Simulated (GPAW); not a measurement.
# Screening of a field by NbGe2As4 monolayer, part 2 of 2

Wanted: the out-of-plane polarisability of NbGe2As4 monolayer.

GPAW 26.7.0; GPAW, PAW setups; layer in a repeated cell with vacuum, relaxation of atoms and in-plane cell (the session's first sound run).

So far, dipole along the normal (e·Å): step 2 (relaxing the atoms) 4.4e-4; step 3 (plane waves, PBE) 9.0e-4; step 4 (field on) -0.169; step 5 (In a field) -0.0846.

## 8. In a field (continued)

The electrostatic potential energy of an electron (without an applied field's), less the Fermi level, planar mean oscillates, so the rows of the table below give means over windows of 1.78 Å about each position, cut where the curve ends. Its maxima inside the range that stand out by 2 % of the span (Å: eV): 1.6: 5.65, 9.6: -8.19, 11.4: 2.82, 13.3: -5.20, 15.0: -5.37, 16.8: 2.29, 18.6: -9.06. Its minima: 9.0: -12.5, 10.1: -12.3, 12.7: -11.6, 14.1: -15.5, 15.6: -11.9, 18.1: -13.0, 19.2: -13.5.

Electrostatic potential energy of an electron (without an applied field's), less the Fermi level, planar mean against z; means over each step:

```csv
z (Å),"electrostatic potential energy of an electron (without an applied field's), less the Fermi level, planar mean (eV)"
0.89,5.59
2.67,5.65
4.45,5.65
6.23,5.61
8.01,0.741
9.79,-9.85
11.57,-0.516
13.35,-9.83
15.13,-9.05
16.91,-0.781
18.69,-11.3
20.47,1.53
22.25,4.38
24.03,4.40
25.81,4.40
27.59,4.45
```

The dipole is now 0.0846 e Å, against 9.0e-4 in the run without a field.

## 9. In a field

File run.py:

```python
import json
import numpy as np
from ase import Atoms
from gpaw import GPAW, PW
from gpaw.external import ConstantElectricField

slab = Atoms(
    ['As', 'Ge', 'As', 'Nb', 'As', 'Ge', 'As'],
    positions=[
        [0.00000, 0.00000, 9.00000],
        [-0.00000, 2.17144, 10.15501],
        [-0.00000, 2.17144, 12.62836],
        [-0.00000, 0.00000, 14.12319],
        [-0.00000, 2.17144, 15.61801],
        [-0.00000, 2.17144, 18.09136],
        [-0.00000, -0.00000, 19.24636]],
    cell=[[3.76104, 0.0, 0.0], [-1.88052, 3.25715, 0.0], [0.0, 0.0, 28.2464]],
    pbc=[True, True, False],
    magmoms=[0.0, 0.0, 0.0, 1.0, 0.0, 0.0, 0.0])

slab.calc = GPAW(mode=PW(400), xc='PBE', kpts={'size': (9, 9, 1), 'gamma': True},
                 occupations={'name': 'fermi-dirac', 'width': 0.05}, nbands='200%',
                 convergence={'density': 1e-05}, maxiter=200,
                 poissonsolver={'dipolelayer': 'xy'},
                 external=ConstantElectricField(0.2, [0, 0, 1]),
                 symmetry={'tolerance': 1e-3}, txt='slab.txt')
result = {}
energy = slab.get_potential_energy()
fermi = slab.calc.get_fermi_level()
v = slab.calc.get_electrostatic_potential().mean((0, 1)) - fermi
n = slab.calc.get_pseudo_density().mean((0, 1))
L = slab.cell[2, 2]
z = np.arange(len(v)) * L / len(v)
low, high = slab.positions[:, 2].min(), slab.positions[:, 2].max()
below, above = np.interp([low - 6.8, high + 6.8], z, v)
slopes = [np.interp(x, z, np.gradient(v, z)) for x in (low - 6.8, high + 6.8)]
eps = np.array([[slab.calc.get_eigenvalues(k, s) for k in range(len(slab.calc.get_ibz_k_points()))]
                for s in range(slab.calc.get_number_of_spins())]) - fermi
top, bottom = eps[eps < 0].max(), eps[eps > 0].min()
dipole = slab.get_dipole_moment()[2]
print(f'energy {energy:.4f} eV, Fermi level {fermi:.4f} eV, dipole {dipole:.5f} e A')
print(f'potential 6.8 A off the faces, from the Fermi level: lower {below:.4f} eV, upper {above:.4f} eV')
print(f'slope of the potential there: lower {slopes[0]:.5f}, upper {slopes[1]:.5f} eV/A')
print(f'nearest levels on the mesh: {top:.4f} and {bottom:.4f} eV')
print('magnetic moment', round(slab.get_magnetic_moment(), 3))
result.update(energy=energy, fermi=fermi, dipole=dipole, below=below, above=above, slopes=slopes, edges=[top, bottom],
              z=z.tolist(), v=v.tolist(), n=n.tolist(), positions=slab.positions.tolist(),
              forces=slab.get_forces(apply_constraint=False).tolist(), moments=slab.get_magnetic_moments().tolist())
json.dump(result, open('result.json', 'w'))
```

Command:

```bash
OMP_NUM_THREADS=1 OPENBLAS_NUM_THREADS=1 python run.py
```

Run time: 14 min. Hardware: 1 thread of Arm Neoverse V1, shared host; peak memory 0.69 GiB.

The dipole is now 0.169 e Å, against 9.0e-4 in the run without a field.

## 10. In a field

run.py: that of step 9 with these lines changed.

```diff
@@ -24,3 +24,3 @@
                  poissonsolver={'dipolelayer': 'xy'},
-                 external=ConstantElectricField(0.2, [0, 0, 1]),
+                 external=ConstantElectricField(0.3, [0, 0, 1]),
                  symmetry={'tolerance': 1e-3}, txt='slab.txt')
```

The job ended after 15 min (1 thread; peak memory 0.69 GiB).

The dipole is now 0.254 e Å, against 9.0e-4 in the run without a field.

## 11. The series

The members are put on one axis.

This step: induced dipole against applied field (GPAW 26.7.0).

Dipole along the normal against field:

```csv
field (V/Å),dipole along the normal (e·Å)
-0.200,-0.169
-0.100,-0.0846
-0.050,-0.0423
0.000,9.0e-4
0.050,0.0423
0.100,0.0846
0.200,0.169
0.300,0.254
```

## 12. A changed run

One more run, with changed settings.

This step: GPAW, PAW setups; slab in vacuum (GPAW 26.7.0).

run.py: that of step 10 with these lines changed.

```diff
@@ -4,3 +4,2 @@
 from gpaw import GPAW, PW
-from gpaw.external import ConstantElectricField
 
@@ -20,7 +19,6 @@
 
-slab.calc = GPAW(mode=PW(400), xc='PBE', kpts={'size': (9, 9, 1), 'gamma': True},
+slab.calc = GPAW(mode=PW(400), xc='PBE', kpts={'size': (1, 1, 1), 'gamma': True},
                  occupations={'name': 'fermi-dirac', 'width': 0.05}, nbands='200%',
-                 convergence={'density': 1e-05}, maxiter=200,
+                 convergence={'density': 1e-05}, maxiter=50,
                  poissonsolver={'dipolelayer': 'xy'},
-                 external=ConstantElectricField(0.3, [0, 0, 1]),
                  symmetry={'tolerance': 1e-3}, txt='slab.txt')
```

It took 19 s on 1 thread; peak memory 0.25 GiB.

The run finished. A setting was moved off its sound value on purpose, so it serves as a test and not as the result.

The fault put into the input: one k-point (kpts = [1, 1]).

The two runs compared:

```csv
quantity,this run,sound run,difference
upper work function (eV),5.2351,5.0339,0.201
lower work function (eV),5.2244,5.0230,0.201
sum of the site moments (μB),0.48221,6.540e-5,0.482
```

The two runs differ clearly in the sum of the site moments: 0.482 μB against 6.5e-5 μB.

## 13. Summary of results

```yaml
work_function_upper_and_lower_face: 5.034 and 5.023 eV
dipole_along_the_normal: 9.0e-4 e Å, near the numerical noise
induced_dipole_per_field: 0.846 e Å per V/Å
out_of_plane_polarisability_per_area_alpha_eps_0_a: 12.5 Å
```

In words: The field induces 0.846 e Å per V/Å, a polarisable thickness α/(ε0 A) of 12.5 Å beside 10.2 Å between the outermost nuclei. A perfect conductor would give the distance between its two image planes; a dielectric of thickness t gives t(1 - 1/ε). The induced dipole is linear in the field over this range. The small printed dipole stands for a step of -13 meV from the lower to the upper face, and the probes find 11 meV; values this small are near the numerical noise of both. One magnetic start was tried; another order may lie lower. The layer's cell and atoms come from the relaxation; spin-orbit coupling and temperature are left out.

[Logs are printed without paths, hosts, clocks, repeated set-up lines and the standing remarks that a program may print on its own settings, such as how far it seeks lower states.]

[Hosts, paths, dates, database ids (printed as entryN), source tags and the programs' standing remarks are cut or masked in the printed files.]
